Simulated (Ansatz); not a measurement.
# Y on Ir(111): change of the work function, part 3 of 3

Aim: the work function of Ir(111) at several coverages of Y (fcc site), and the dipole that each adsorbate carries.

Ansatz 0.2.0; plane-wave DFT, PBE, Ansatz PAW.

So far, work function, upper face (eV): step 2 (the clean slab) 5.49; step 3 (37 atoms, coverage 0.111 ML, cell 3x3) 2.65.

## 4. Adsorbate added, k-mesh 6×6×1, coverage 0.25 ML

System of this step: YIr16 (Y/Ir(111)). The cell holds 17 atoms: 16 Ir and 1 Y. Its edges and angles: a = 5.431 Å, b = 5.431 Å, c = 27.663 Å, α = 90.0°, β = 90.0°, γ = 60.0°. Vacuum lies along c.

Another coverage, to see how the dipoles act on each other as their distance changes.

Contents of input.yaml:

```yaml
crystal:
  lattice:
    - [5.4305800796, 0.0, 0.0]
    - [2.7152900398, 4.7030203062, 0.0]
    - [0.0, 0.0, 27.6627779655]
  atoms:
    - { symbol: Ir, position: [0.0, 0.0, 0.3253469341] }
    - { symbol: Ir, position: [0.1666666667, 0.1666666667, 0.4054916338] }
    - { symbol: Ir, position: [0.3333333333, 0.3333333333, 0.485543035] }
    - { symbol: Ir, position: [0.0, 0.0, 0.5652101499] }
    - { symbol: Ir, position: [0.0, 0.5, 0.3253469341] }
    - { symbol: Ir, position: [0.1666666667, 0.6666666667, 0.4054916338] }
    - { symbol: Ir, position: [0.3333333333, 0.8333333333, 0.485543035] }
    - { symbol: Ir, position: [0.0, 0.5, 0.5652101499] }
    - { symbol: Ir, position: [0.5, 0.0, 0.3253469341] }
    - { symbol: Ir, position: [0.6666666667, 0.1666666667, 0.4054916338] }
    - { symbol: Ir, position: [0.8333333333, 0.3333333333, 0.485543035] }
    - { symbol: Ir, position: [0.5, 0.0, 0.5652101499] }
    - { symbol: Ir, position: [0.5, 0.5, 0.3253469341] }
    - { symbol: Ir, position: [0.6666666667, 0.6666666667, 0.4054916338] }
    - { symbol: Ir, position: [0.8333333333, 0.8333333333, 0.485543035] }
    - { symbol: Ir, position: [0.5, 0.5, 0.5652101499] }
    - { symbol: "Y", position: [0.1666666667, 0.1666666667, 0.6746530659] }
kpoints:
  mp_grid: { grid: [6, 6, 1] }
hamiltonian:
  xc: pbe
scf:
  occupations: { method: fermi_dirac, width: 0.1 }
  convergence: { dr2_threshold: 1.0e-08 }
efield:
  axis: 3
  dipole_correction: true
  ramp_position: 0.97
  ramp_width: 0.06
relax:
  f_tol: 0.02
  max_steps: 60
  constraints: [{ sites: [0, 1, 4, 5, 8, 9, 12, 13] }]
output:
  dos: { projected: true, e_range: [-8, 4] }
  write_potential: true
  write_density: true
  volumetric_format: npy
  elf: true
```

Run with:

```bash
$ ansatz run input.yaml --threads 4 --pin off --max-ram 16384MiB --backend cpu --events-out ev --progress --plain --runs-dir out
```

Output:

```text
[...]
Crystal: 17 atoms, lattice volume = 706.511 Å³
Basis set: ecut = 420 eV, 13779 PW (Γ), exchange–correlation on 80×80×384 points (8 copies of the dense FFT grid, shifted against one another)
Bands: 170, of which v1, the nominal top of the filled ones, is band 142 counted from 1 (141 counted from 0)
Symmetry: 6 space group operations
[...]
k-points: 7 of 36 (time reversal used)
[...]
SCF iter   1: F=—  HF=-194806.411240 eV  |F-HF|=—  |Δ(HF+E_count)|=         —  Δρ=9.03e-3  dr2=9.44e0  ethr=1.77e-3  p=0.309 e·Å  D=7.90e-2 V/Å  ΔV_dip=-2.19 eV  dr2_dipole=3.32e0  V_vac-E_F(+/−)=3.06/5.24 eV  ⟨swp⟩=7.7  Hψ=4884  notcnv=0  defer=3
[...]
SCF iter  12: F=-194806.304692 eV  HF=-194806.304692 eV  |F-HF|=1.02e-9  |Δ(HF+E_count)|=   9.31e-9  Δρ=4.14e-7  dr2=3.69e-9  ethr=3.53e-12  p=0.314 e·Å  D=8.05e-2 V/Å  ΔV_dip=-2.23 eV  dr2_dipole=2.04e-10  V_vac-E_F(+/−)=3.28/5.51 eV  ⟨swp⟩=15.0  Hψ=8392  notcnv=0
SCF 1 converged in 12 iterations: F = -194806.304692 eV  dr2 = 3.69e-9
[...]
relax step   1: F+E_penalty+E_count = -194806.30469216 eV  Δ(F+E_penalty+E_count) = +0.000e0 eV  max|allowed force component| = 2.922e0 eV/Å  Δτ_max = 0.0000 Å  (12 SCF iters, accepted)
[...]
SCF iter   1: F=—  HF=-194807.103528 eV  |F-HF|=—  |Δ(HF+E_count)|=         —  Δρ=4.79e-3  dr2=1.46e0  ethr=4.36e-4  p=0.314 e·Å  D=8.05e-2 V/Å  ΔV_dip=-2.23 eV  dr2_dipole=3.21e-1  V_vac-E_F(+/−)=3.31/5.53 eV  ⟨swp⟩=1.1  Hψ=3761  notcnv=0  defer=10
[...]
eigensolver tolerance schedule calibrated: the retry pair's looser diagonalisation under-reported the residual by θ = 0.16 (0.18/decade); ethr = c·dr2/N_el runs at the constant in force after the calibration composes with the one it found (an armed cap, an earlier calibration), c = 3.0e-2
[...]
SCF iter   2: F=—  HF=-194807.064654 eV  |F-HF|=—  |Δ(HF+E_count)|=   3.89e-2  Δρ=2.32e-3  dr2=1.51e-1  ethr=1.53e-4  p=0.334 e·Å  D=8.54e-2 V/Å  ΔV_dip=-2.36 eV  dr2_dipole=1.70e-2  V_vac-E_F(+/−)=3.14/5.51 eV  ⟨swp⟩=2.9  Hψ=1953  notcnv=0  defer=10
[...]
SCF iter  11: F=-194807.050506 eV  HF=-194807.050506 eV  |F-HF|=1.57e-8  |Δ(HF+E_count)|=   9.92e-8  Δρ=6.06e-7  dr2=6.49e-9  ethr=1.05e-12  p=0.333 e·Å  D=8.54e-2 V/Å  ΔV_dip=-2.36 eV  dr2_dipole=1.12e-11  V_vac-E_F(+/−)=3.15/5.51 eV  ⟨swp⟩=15.7  Hψ=8739  notcnv=0
SCF 2 converged in 11 iterations: F = -194807.050506 eV  dr2 = 6.49e-9
[...]
relax step   2: F+E_penalty+E_count = -194807.05050582 eV  Δ(F+E_penalty+E_count) = -7.458e-1 eV  max|allowed force component| = 3.119e0 eV/Å  Δτ_max = 0.1989 Å  (11 SCF iters, accepted)
[...]
SCF iter  11: F=-194807.707356 eV  HF=-194807.707356 eV  |F-HF|=2.97e-8  |Δ(HF+E_count)|=   7.23e-8  Δρ=5.80e-7  dr2=4.41e-9  ethr=1.71e-12  p=0.366 e·Å  D=9.37e-2 V/Å  ΔV_dip=-2.59 eV  dr2_dipole=4.55e-10  V_vac-E_F(+/−)=2.92/5.51 eV  ⟨swp⟩=15.6  Hψ=8838  notcnv=0
SCF 3 converged in 11 iterations: F = -194807.707356 eV  dr2 = 4.41e-9
relax step   3: F+E_penalty+E_count = -194807.70735619 eV  Δ(F+E_penalty+E_count) = -6.569e-1 eV  max|allowed force component| = 2.803e0 eV/Å  Δτ_max = 0.1949 Å  (11 SCF iters, accepted)
[...]
relax step   4: F+E_penalty+E_count = -194808.20589481 eV  Δ(F+E_penalty+E_count) = -4.985e-1 eV  max|allowed force component| = 1.599e0 eV/Å  Δτ_max = 0.1999 Å  (12 SCF iters, accepted)
[...]
relax step   5: F+E_penalty+E_count = -194808.39066235 eV  Δ(F+E_penalty+E_count) = -1.848e-1 eV  max|allowed force component| = 2.870e-1 eV/Å  Δτ_max = 0.1948 Å  (11 SCF iters, accepted)
[...]
relax step   6: F+E_penalty+E_count = -194808.40735678 eV  Δ(F+E_penalty+E_count) = -1.669e-2 eV  max|allowed force component| = 1.342e-1 eV/Å  Δτ_max = 0.0717 Å  (11 SCF iters, accepted)
[...]
relax step   7: F+E_penalty+E_count = -194808.41402520 eV  Δ(F+E_penalty+E_count) = -6.668e-3 eV  max|allowed force component| = 6.923e-2 eV/Å  Δτ_max = 0.0306 Å  (10 SCF iters, accepted)
SCF iter   1: F=—  HF=-194808.412943 eV  |F-HF|=—  |Δ(HF+E_count)|=         —  Δρ=1.33e-4  dr2=5.45e-4  ethr=7.21e-7  p=0.468 e·Å  D=1.20e-1 V/Å  ΔV_dip=-3.31 eV  dr2_dipole=1.49e-4  V_vac-E_F(+/−)=2.19/5.50 eV  ⟨swp⟩=2.6  Hψ=2017  notcnv=0
[...]
SCF iter   7: F=-194808.414345 eV  HF=-194808.414345 eV  |F-HF|=5.01e-9  |Δ(HF+E_count)|=   3.52e-8  Δρ=4.23e-7  dr2=8.16e-9  ethr=3.53e-12  p=0.468 e·Å  D=1.20e-1 V/Å  ΔV_dip=-3.31 eV  dr2_dipole=2.77e-9  V_vac-E_F(+/−)=2.19/5.50 eV  ⟨swp⟩=9.7  Hψ=8809  notcnv=0
SCF 8 converged in 7 iterations: F = -194808.414345 eV  dr2 = 8.16e-9
relax step   8: F+E_penalty+E_count = -194808.41434464 eV  Δ(F+E_penalty+E_count) = -3.194e-4 eV  max|allowed force component| = 1.350e-2 eV/Å  Δτ_max = 0.0027 Å  (7 SCF iters, accepted)
[...]
SCF converged after 7 iterations
Free energy (F): -194808.414345 eV
[...]
Internal energy: -194807.798564 eV  (E = F + TS)
E sigma→0 (E₀):  -194808.106454 eV
Entropy (-TS):   -0.615781 eV (-36.222 meV/atom)
Fermi energy:    6.315341 eV
Dipole field:    D = 0.119874 V/Å  (p = 0.468038 e·Å, saw-weighted, corrected)
Work function:   Φ+ = 2.1866 eV   Φ− = 5.5026 eV
[...]
--- Forces (eV/Å), atoms counted from 1 ---
  atom   1  Ir     0.03878422     0.02239208     0.18132929
  atom   2  Ir    -0.00000000    -0.00000000     0.08233994
  atom   3  Ir     0.00129431     0.00074727     0.00231109
  atom   4  Ir     0.00108227     0.00062485    -0.00402551
  atom   5  Ir    -0.00000000    -0.04478415     0.18132929
  atom   6  Ir     0.17237515    -0.09952084    -0.31039121
  atom   7  Ir     0.00000000    -0.00149455     0.00231109
  atom   8  Ir     0.00000000    -0.00124969    -0.00402551
  atom   9  Ir    -0.03878422     0.02239208     0.18132929
  atom  10  Ir    -0.00000000     0.19904168    -0.31039121
  atom  11  Ir    -0.00129431     0.00074727     0.00231109
  atom  12  Ir    -0.00108227     0.00062485    -0.00402551
  atom  13  Ir    -0.00000000    -0.00000000     0.29845616
  atom  14  Ir    -0.17237515    -0.09952084    -0.31039121
  atom  15  Ir     0.00000000     0.00000000     0.01350127
  atom  16  Ir    -0.00000000    -0.00000000    -0.00231789
  atom  17  Y     -0.00000000    -0.00000000     0.00034063
  max |Σ_I F_I| component: 8.94e-6 eV/Å
--- Band table (eV; the first three rows and the last of 7) ---
  k-point 0: bands = [... 138 lower, 6.7907, 6.9027, 6.9964, 6.9964, 7.1894, 7.1894, 7.3290, 7.3290, ... 24 higher]
  k-point 1: bands = [... 138 lower, 6.5825, 6.6253, 6.7025, 6.7697, 6.8235, 6.8503, 6.9657, 7.0489, ... 24 higher]
  k-point 2: bands = [... 138 lower, 5.7444, 6.0191, 6.0670, 6.1608, 6.3448, 6.3785, 6.4348, 6.4965, ... 24 higher]
  k-point 6: bands = [... 138 lower, 5.8508, 5.9836, 6.0011, 6.0648, 6.2397, 6.3875, 6.4165, 6.4639, ... 24 higher]
--- Relaxed structure (8 steps of the walk, 8 accepted, 0 SCFs on fresh bases) ---
  F+E_penalty+E_count = -194808.41434464 eV   max|allowed force component| = 1.350e-2 eV/Å
  atoms:
    - { symbol: Ir, position: [-1.795949e-17, -1.795949e-17, 0.325347] }
    - { symbol: Ir, position: [0.166667, 0.166667, 0.4054916338] }
    - { symbol: Ir, position: [0.333638, 0.333638, 0.486725] }
    - { symbol: Ir, position: [-0.00423186, -0.00423186, 0.566797] }
    - { symbol: Ir, position: [0.0, 0.500000, 0.325347] }
    - { symbol: Ir, position: [0.166667, 0.666667, 0.4054916338] }
    - { symbol: Ir, position: [0.333638, 0.832724, 0.486725] }
    - { symbol: Ir, position: [-0.00423186, 0.508464, 0.566797] }
    - { symbol: Ir, position: [0.500000, -1.795949e-17, 0.325347] }
    - { symbol: Ir, position: [0.666667, 0.166667, 0.4054916338] }
    - { symbol: Ir, position: [0.832724, 0.333638, 0.486725] }
    - { symbol: Ir, position: [0.508464, -0.00423186, 0.566797] }
    - { symbol: Ir, position: [0.5, 0.500000, 0.325347] }
    - { symbol: Ir, position: [0.666667, 0.666667, 0.4054916338] }
    - { symbol: Ir, position: [0.833333, 0.833333, 0.483279] }
    - { symbol: Ir, position: [0.5, 0.500000, 0.569159] }
    - { symbol: Y, position: [0.166667, 0.166667, 0.644695] }
```

Elapsed: 4.2 min, on 4 threads of Arm Neoverse V1, shared host; peak memory 2.9 GiB.

Step by step:

```tsv
step	energy less that of the first step (eV)	largest force component (eV/Å)
1	0.0000	2.9216
2	-0.7458	3.1190
3	-1.4027	2.8029
4	-1.9012	1.5993
5	-2.0860	0.2870
6	-2.1027	0.1342
7	-2.1093	0.0692
8	-2.1097	0.0135
```

The run keeps the 6 symmetry operations that the program found, so distortions that break them were not tested.

The atoms that moved most (Å):

```tsv
atom	dx	dy	dz	length
Y17	0.000	0.000	-0.829	0.829
Ir16	0.000	0.000	0.109	0.109
Ir15	0.000	0.000	-0.063	0.063
Ir4	-0.034	-0.020	0.044	0.059
Ir12	0.034	-0.020	0.044	0.059
Ir8	0.000	0.040	0.044	0.059
Ir3	0.002	0.001	0.033	0.033
Ir11	-0.002	0.001	0.033	0.033
```

Final coordinates:

```
Ir Y
1.0
     5.43058    0.00000    0.00000
     2.71529    4.70302    0.00000
     0.00000    0.00000   27.66278
Ir Y
16 1
Direct
  0.00000 0.00000 0.32535
  0.16667 0.16667 0.40549
  0.33364 0.33364 0.48672
  0.99577 0.99577 0.56680
  0.00000 0.50000 0.32535
  0.16667 0.66667 0.40549
  0.33364 0.83272 0.48672
  0.99577 0.50846 0.56680
  0.50000 0.00000 0.32535
  0.66667 0.16667 0.40549
  0.83272 0.33364 0.48672
  0.50846 0.99577 0.56680
  0.50000 0.50000 0.32535
  0.66667 0.66667 0.40549
  0.83333 0.83333 0.48328
  0.50000 0.50000 0.56916
  0.16667 0.16667 0.64470
```

Numbers from this step:

| Quantity | Value |
| --- | --- |
| energy at zero smearing | -194808.1065 eV |
| work function, upper face | 2.187 eV |
| work function, lower face | 5.503 eV |
| dipole along the normal | 0.4680 e·Å |
| step between the vacuum levels | -3.316 eV |

Running mean over 2.217 Å of the planar mean; the ramp of the sawtooth is left out. The electron's electrostatic potential energy less the Fermi level by z:

```tsv
z (Å)	electron's electrostatic potential energy less the Fermi level (eV)
4	5.50
5	5.50
6	5.42
7	4.26
8	-5.50
9	-12.7
10	-13.3
11	-13.5
12	-13.5
13	-13.4
14	-13.1
15	-12.9
16	-12.5
17	-5.56
18	-1.92
19	-0.372
20	1.61
21	2.05
22	2.16
23	2.18
24	2.19
```

The density of states has structure finer than the step of the table below, so its rows give means over 0.5 eV. Peaks (eV: height): -3.97: 40.3, -3.88: 37.4, -3.52: 39.2, -3.40: 41.9, -2.80: 45.4, -2.17: 36.1, -1.35: 45.1.

Density of states against energy, zero at the Fermi level; means over each step:

```tsv
energy (eV)	density of states (states/eV a cell)
-7.5	8.17
-7.0	12.6
-6.5	19.0
-6.0	17.2
-5.5	14.7
-5.0	15.3
-4.5	15.7
-4.0	22.8
-3.5	29.0
-3.0	27.2
-2.5	16.2
-2.0	21.6
-1.5	16.5
-1.0	22.0
-0.5	18.6
0.0	18.5
0.5	22.7
1.0	19.3
1.5	10.6
```

Projected DOS per atom over height of the atomic layer and energy from the Fermi level. Layers: Ir4 Ir4 Ir4 Ir4 Y from below.

Ten even steps from '_' (0.03 states/eV) to '@' (2.87 states/eV), each cell a mean:
```
..____..@@
::::::::**
--++==::--
======--==
==--------
==--::==::
++----==::
==::--==::
++------..
==::::==--
++::--++..
##++++**..
++++++**..
--======__
::--==--__
--------__
::------__
--==--::__
--++==--__
..====..__
..----..__
__....____
```
Columns: height of the atomic layer (Å) from 9 to 17.8; rows upwards: energy from the Fermi level (eV) from -7.96 to 1.95.

ELF in the ca plane at fractional y = 0.167, with atoms of Ir and Y within 0.2 Å of it. It is the smooth field of the valence electrons, not physical close to the nuclei.

Values, 8 rows by 16 columns, each cell a mean:
```
0.41 0.27 0.31 0.28 0.41 0.33 0.35 0.38 0.28 0.14 0.10 0.18 0.11 0.03 0.00 0.00
0.30 0.31 0.51 0.33 0.31 0.28 0.27 0.31 0.30 0.12 0.10 0.11 0.05 0.01 0.00 0.00
0.31 0.35 0.57 0.40 0.30 0.22 0.25 0.34 0.26 0.14 0.09 0.06 0.03 0.01 0.00 0.00
0.30 0.31 0.53 0.34 0.30 0.27 0.27 0.32 0.30 0.13 0.10 0.10 0.05 0.01 0.00 0.00
0.41 0.27 0.31 0.28 0.41 0.33 0.35 0.38 0.28 0.13 0.10 0.18 0.11 0.03 0.00 0.00
0.30 0.31 0.51 0.33 0.31 0.27 0.27 0.31 0.43 0.73 0.22 0.20 0.17 0.05 0.01 0.00
0.31 0.35 0.57 0.40 0.30 0.22 0.23 0.32 0.58 0.69 0.33 0.19 0.19 0.05 0.01 0.00
0.30 0.31 0.53 0.34 0.30 0.26 0.27 0.32 0.45 0.76 0.23 0.20 0.17 0.05 0.01 0.00
```
Columns run along c (16.0 Å, from fractional 0.32 to 0.90 of the cell), rows up along a (5.4 Å). Atoms in or near the plane, at fractional coordinates: Ir at (0.41, 0.17), Ir at (0.41, 0.67), Y at (0.64, 0.17).

Electrostatic potential energy in the ca plane at fractional y = 0.167, with atoms of Ir and Y within 0.2 Å of it. With pseudopotentials it is smooth inside the atoms' cores, unlike the true potential.

Ten even steps from '0' (-52 eV) to '9' (10 eV), each cell a mean:
```
44689988999754689754689988889999999999999999
44789888899754689854689999999999999999999999
77898633589877899877899999999999999999999999
99997100168998999999999999999999999999999999
99986000058999999999999999999999999999999999
88997200169988999998999999999999999999999999
66898644689876789876799999999999999999999999
44689988999754688754689999999999999999999999
44789888899754689865689887889999999999999999
77898633589877899987888643478999999999999999
99997100168998999999997300148999999999999999
99986000058999999999997200037899999999999999
88997200169988999999997410158999999999999999
66898644689876799877788754578999999999999999
```
Columns run along c (16.0 Å, from fractional 0.32 to 0.90 of the cell; values clipped at the 3rd and 97th percentile), rows up along a (5.4 Å). Atoms in or near the plane, at fractional coordinates: Ir at (0.41, 0.17), Ir at (0.41, 0.67), Y at (0.64, 0.17).

Valence density in the ca plane at fractional y = 0.167, with atoms of Ir and Y within 0.2 Å of it. It is the smooth field of the valence electrons, not physical close to the nuclei.

Ten steps, logarithmic in the rise over the least value, from '0' (0.0 e/Å³) to '9' (8.8 e/Å³), each cell a mean:
```
66533344333466543466543222210000000000000000
66533344333466543456542211000000000000000000
54434577643445433345432110000000000000000000
33335899853333322333322100000000000000000000
33335899963333322233321100000000000000000000
33335799853333322334322100000000000000000000
55433566543455433455432110000000000000000000
66533344333466543466542211000000000000000000
66533344333466543456543233210000000000000000
54434577643445433344433456531000000000000000
33335899853333322233334678752100000000000000
33335899963333322233334687763100000000000000
33335799853333322233333677752100000000000000
55433566543455433345433455531000000000000000
```
Columns run along c (16.0 Å, from fractional 0.32 to 0.90 of the cell), rows up along a (5.4 Å). Atoms in or near the plane, at fractional coordinates: Ir at (0.41, 0.17), Ir at (0.41, 0.67), Y at (0.64, 0.17).

The relaxation took 8 steps and lowered the energy by 2.1 eV; the largest force on the free atoms ends at 0.014 eV/Å.

By hand: a sheet of dipoles makes a step −p/(ε₀A) in the electron's potential. With e/ε₀ = 180.95 V·Å, p = 0.4680 e·Å and A = 25.54 Å², that is −180.95 × (0.4680) / 25.54 = -3.316 eV, and the two vacuum levels of the run differ by -3.316 eV.

The covered face has 2.19 eV, -3.30 eV against the clean one; the bare back face has moved by +0.01 eV, a measure of how thin the slab is.

## 5. Work function against coverage

This step: plane-wave DFT, PBE, Ansatz PAW; work function against coverage (Ansatz 0.2.0).

The runs are now put side by side.

This step gave:

```yaml
work_function_of_the_clean_face: 5.486 eV
largest_change_of_the_work_function: -3.300 eV
```

Work function of the covered face against coverage:

```tsv
coverage (adsorbates/nm²)	work function of the covered face (eV)
0.00	5.49
1.74	2.65
3.92	2.19
```

The dipole per adsorbate comes from the change of the cell's dipole. Coverage, by row:

```tsv
coverage (1/nm²)	coverage (ML)	work function (eV)	change (eV)	dipole per adsorbate, positive end outwards (debye)	mean height of the added atoms over the highest substrate atom (Å)
1.74	0.1111	2.648	-2.839	4.351	2.145
3.915	0.25	2.187	-3.3	2.243	2.09
```

## 6. What came out

```json
{"work function of the clean face": "5.49 eV", "work function at 0.11 ML": "2.65 eV", "work function at 0.25 ML": "2.19 eV", "dipole per adsorbate at 0.11 ML, positive end outwards": "4.35 D"}
```

**Reading.** Y lowers the work function of Ir(111) at the lowest coverage, by 2.84 eV: the adsorbate layer has its positive end outwards. The slab has 4 layers, at the tabulated experimental lattice constant, one starting site was run, and quantum-size effects of a slab this thin can reach one or two tenths of an eV. The main runs have no spin polarisation; a magnetic state could lie lower and would change these results.

[Long decimals in the printed logs are rounded to 6 places.]

[Logs are printed without paths, hosts, clocks, repeated set-up lines and the standing remarks that a program may print on its own settings, such as how far it seeks lower states.]

[Hosts, paths, dates, database ids (printed as entryN), source tags and the programs' standing remarks are cut or masked in the printed files.]

[Maps of the electrostatic potential energy from Ansatz leave out the sawtooth potential of an applied field or a dipole correction, so their vacuum need not be flat; planar profiles and work functions include it.]

[The density of states shown here was stored with 400 of the rows of the run's finer table, so its peaks can read low, often by over a quarter, or be missed, and its means over a window can be off by a tenth or more.]
